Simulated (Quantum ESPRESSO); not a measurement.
# GaP (F-43m): phonon frequency against volume, with a fit

Aim: the Grüneisen parameter and the pressure coefficient of an optical mode of GaP (F-43m).

Program: Quantum ESPRESSO 7.5. Level of theory: DFT LDA, scalar-relativistic, plane waves, PseudoDojo norm-conserving pseudopotentials. Results are calculated unless marked as measured.

### 1. The relaxed structure

Symmetry: F-43m, No. 216, cubic system. Conventional cell: a = 5.387 Å, b = 5.387 Å, c = 5.387 Å, α = 90.00°, β = 90.00°, γ = 90.00°. Nearest to Ga lie 4 P at 2.33 Å. P has 4 Ga at 2.33 Å nearest. Farther neighbours are not listed.

Structure file:

```
CELL_PARAMETERS angstrom
-2.69366 0.00000 2.69366
0.00000 2.69366 2.69366
-2.69366 2.69366 0.00000
ATOMIC_POSITIONS crystal
Ga 0.00000 0.00000 0.00000
P 0.25000 0.25000 0.25000
```

This is the cell after its relaxation at this level of theory, not the database cell from which that began.

### 2. Runs at several volumes

The relaxed cell is scaled uniformly; in this structure symmetry fixes all atoms, so nothing has to be relaxed anew. Each volume gets a ground state and a response at Γ. The mode followed is the highest one without the macroscopic field, of symmetry T2; longitudinal polar modes lie higher. Cutoff 88 Ry, k mesh 8×8×8.

From the response at V/V₀ = 0.94:

What it wrote:

```text
[banners, grids, parts of the stress and lines that vanish by symmetry left out]
Program PHONON v.7.5
     Reading xml data from directory:

[...]
Exchange-correlation= PW
                           (   1   4   0   0   0   0   0)
[...]
kinetic-energy cut-off    =      88.0000  Ry
     charge density cut-off    =     352.0000  Ry
     convergence threshold     =      1.0E-18
[...]
Exchange-correlation= PW
                           (   1   4   0   0   0   0   0)
[...]
q = (   0.0000000   0.0000000   0.0000000 )
     25 Sym.Ops. (with q -> -q+G )
     G cutoff =  886.7712  (  27581 G-vectors)     FFT grid: ( 45, 45, 45)
     number of k points=    29
[...]
Mode symmetry, T_d (-43m)  point group:
[...]
Dielectric constant
[...]
End of electric fields calculation
          Dielectric constant in cartesian axis
          (      11.027464902       0.000000000      -0.000000000 )
          (       0.000000000      11.027464902      -0.000000000 )
          (      -0.000000000       0.000000000      11.027464902 )
          Effective charges (d Force / dE) in cartesian axis without acoustic sum rule applied (asr)
           atom    1  Ga    Mean Z*:        1.93636
      Ex  (        1.93636       -0.00000       -0.00000 )
      Ey  (        0.00000        1.93636        0.00000 )
      Ez  (       -0.00000        0.00000        1.93636 )
           atom    2  P     Mean Z*:       -2.04879
      Ex  (       -2.04879        0.00000       -0.00000 )
      Ey  (        0.00000       -2.04879       -0.00000 )
      Ez  (        0.00000       -0.00000       -2.04879 )
          Effective charges Sum: Mean:       -0.11242
[...]
Effective charges (d Force / dE) in cartesian axis with asr applied:
           atom    1  Ga    Mean Z*:        1.99257
[...]
atom    2  P     Mean Z*:       -1.99257
[...]
Representation #   1 modes #   1   2   3
[...]
End of self-consistent calculation
     Convergence has been achieved
     Representation #   2 modes #   4   5   6
[...]
End of self-consistent calculation
     Convergence has been achieved
[...]
Dielectric constant in cartesian axis
          (      11.027464902       0.000000000      -0.000000000 )
          (       0.000000000      11.027464902      -0.000000000 )
          (      -0.000000000       0.000000000      11.027464902 )
          Effective charges (d Force / dE) in cartesian axis without acoustic sum rule applied (asr)
           atom    1  Ga    Mean Z*:        1.93636
      Ex  (        1.93636       -0.00000       -0.00000 )
      Ey  (        0.00000        1.93636        0.00000 )
      Ez  (       -0.00000        0.00000        1.93636 )
           atom    2  P     Mean Z*:       -2.04879
      Ex  (       -2.04879        0.00000       -0.00000 )
      Ey  (        0.00000       -2.04879       -0.00000 )
      Ez  (        0.00000       -0.00000       -2.04879 )
          Effective charges Sum: Mean:       -0.11242
[...]
Effective charges (d Force / dE) in cartesian axis with asr applied:
           atom    1  Ga    Mean Z*:        1.99257
[...]
atom    2  P     Mean Z*:       -1.99257
[...]
q = (    0.000000000   0.000000000   0.000000000 )
[...]
freq (    1) =       0.089862 [THz] =       2.997464 [cm-1]
     freq (    2) =       0.089862 [THz] =       2.997464 [cm-1]
     freq (    3) =       0.089862 [THz] =       2.997464 [cm-1]
     freq (    4) =      11.802577 [THz] =     393.691585 [cm-1]
     freq (    5) =      11.802577 [THz] =     393.691585 [cm-1]
     freq (    6) =      11.802577 [THz] =     393.691585 [cm-1]
[...]
Mode symmetry, T_d (-43m)  point group:
     freq (   1-   3) =          3.0  [cm-1]   --> T_2  G_15 P_4   I+R
     freq (   4-   6) =        393.7  [cm-1]   --> T_2  G_15 P_4   I+R

   JOB DONE.
```

One volume, V/V₀ = 1, is held back as a test.

| V/V₀ | volume (Å³/atom) | pressure (GPa) | ω (cm⁻¹) |
| --- | --- | --- | --- |
| 0.94 | 18.372 | 6.39 | 393.69 |
| 0.97 | 18.958 | 2.94 | 379.05 |
| 1 | 19.545 | 0.00 | held back |
| 1.03 | 20.131 | -2.49 | 352.30 |
| 1.06 | 20.717 | -4.61 | 340.02 |

### 3. The fit

The mode Grüneisen parameter is γ = −d ln ω / d ln V.

| ln(V/V₀) | ln ω |
| --- | --- |
| -0.0619 | 5.9756 |
| -0.0305 | 5.9377 |
| 0.0296 | 5.8645 |
| 0.0583 | 5.8290 |

A straight line through these points has the slope -1.220, so γ = 1.22; at V/V₀ = 1 it predicts ω = exp(5.9003 + 0.0000) = 365.15 cm⁻¹.

A parabola of pressure against ln V through V/V₀ = 0.97, 1 and 1.03 gives the bulk modulus B = −dP/d ln V = 90 GPa at V₀. With ω₀ from the fitted line the pressure coefficient follows as dω/dP = γ ω₀ / B = 1.22 × 365.1 / 90 = 4.93 cm⁻¹/GPa.

### 4. The run that was held back

What it wrote:

```text
[banners, grids, parts of the stress and lines that vanish by symmetry left out]
[banner, memory and clock lines left out]
Program PHONON v.7.5

[...]
Exchange-correlation= PW
                           (   1   4   0   0   0   0   0)
[...]
kinetic-energy cut-off    =      88.0000  Ry
     charge density cut-off    =     352.0000  Ry
     convergence threshold     =      1.0E-18
[...]
Exchange-correlation= PW
                           (   1   4   0   0   0   0   0)
[...]
q = (   0.0000000   0.0000000   0.0000000 )
     25 Sym.Ops. (with q -> -q+G )
     G cutoff =  924.1157  (  29603 G-vectors)     FFT grid: ( 45, 45, 45)
     number of k points=    29
[...]
Mode symmetry, T_d (-43m)  point group:
[...]
Dielectric constant
[...]
End of electric fields calculation
          Dielectric constant in cartesian axis
          (      11.587027039      -0.000000000       0.000000000 )
          (      -0.000000000      11.587027039       0.000000000 )
          (      -0.000000000       0.000000000      11.587027039 )
          Effective charges (d Force / dE) in cartesian axis without acoustic sum rule applied (asr)
           atom    1  Ga    Mean Z*:        2.04118
      Ex  (        2.04118       -0.00000        0.00000 )
      Ey  (        0.00000        2.04118        0.00000 )
      Ez  (       -0.00000       -0.00000        2.04118 )
           atom    2  P     Mean Z*:       -2.16044
      Ex  (       -2.16044       -0.00000        0.00000 )
      Ey  (       -0.00000       -2.16044        0.00000 )
      Ez  (        0.00000        0.00000       -2.16044 )
[...]
Representation #   1 modes #   1   2   3
[...]
End of self-consistent calculation
     Convergence has been achieved
     Representation #   2 modes #   4   5   6
[...]
End of self-consistent calculation
     Convergence has been achieved
[...]
Dielectric constant in cartesian axis
          (      11.587027039      -0.000000000       0.000000000 )
          (      -0.000000000      11.587027039       0.000000000 )
          (      -0.000000000       0.000000000      11.587027039 )
          Effective charges (d Force / dE) in cartesian axis without acoustic sum rule applied (asr)
           atom    1  Ga    Mean Z*:        2.04118
      Ex  (        2.04118       -0.00000        0.00000 )
      Ey  (        0.00000        2.04118        0.00000 )
      Ez  (       -0.00000       -0.00000        2.04118 )
           atom    2  P     Mean Z*:       -2.16044
      Ex  (       -2.16044       -0.00000        0.00000 )
      Ey  (       -0.00000       -2.16044        0.00000 )
      Ez  (        0.00000        0.00000       -2.16044 )
          Effective charges Sum: Mean:       -0.11926
[...]
Effective charges (d Force / dE) in cartesian axis with asr applied:
           atom    1  Ga    Mean Z*:        2.10081
[...]
atom    2  P     Mean Z*:       -2.10081
[...]
q = (    0.000000000   0.000000000   0.000000000 )
[...]
freq (    1) =       0.094257 [THz] =       3.144084 [cm-1]
     freq (    2) =       0.094257 [THz] =       3.144084 [cm-1]
     freq (    3) =       0.094257 [THz] =       3.144084 [cm-1]
     freq (    4) =      10.950761 [THz] =     365.278079 [cm-1]
     freq (    5) =      10.950761 [THz] =     365.278079 [cm-1]
     freq (    6) =      10.950761 [THz] =     365.278079 [cm-1]
[...]
Mode symmetry, T_d (-43m)  point group:
     freq (   1-   3) =          3.1  [cm-1]   --> T_2  G_15 P_4   I+R
     freq (   4-   6) =        365.3  [cm-1]   --> T_2  G_15 P_4   I+R
```

It gives 365.28 cm⁻¹ against the predicted 365.15 cm⁻¹, a miss of 0.1 cm⁻¹.

### 5. Summary of results

```json
{
  "mode Grüneisen parameter": "1.220",
  "bulk modulus": "90.3 GPa",
  "pressure coefficient": "4.93 cm⁻¹/GPa"
}
```

**Reading.** The highest optical mode of GaP (F-43m) without the LO-TO term stiffens by 4.93 cm⁻¹ a GPa near the relaxed volume, with γ = 1.22. The power law meets all 5 runs within 0.04 %; between neighbouring volumes γ runs from 1.21 to 1.24. Such a coefficient turns a measured shift of this mode into a hydrostatic stress; uniaxial or biaxial stress splits the mode and needs deformation potentials. These are harmonic values at zero temperature for the structure held cubic, which a run at Γ can't show to be stable; the bulk modulus rests on three points.

[Host names and launcher messages were left out of these logs when they were recorded.]

[Logs are printed without paths, hosts, clocks, repeated set-up lines and the standing remarks that a program may print on its own settings, such as how far it seeks lower states.]

[Hosts, paths, dates, database ids (printed as entryN), source tags and the programs' standing remarks are cut or masked in the printed files.]
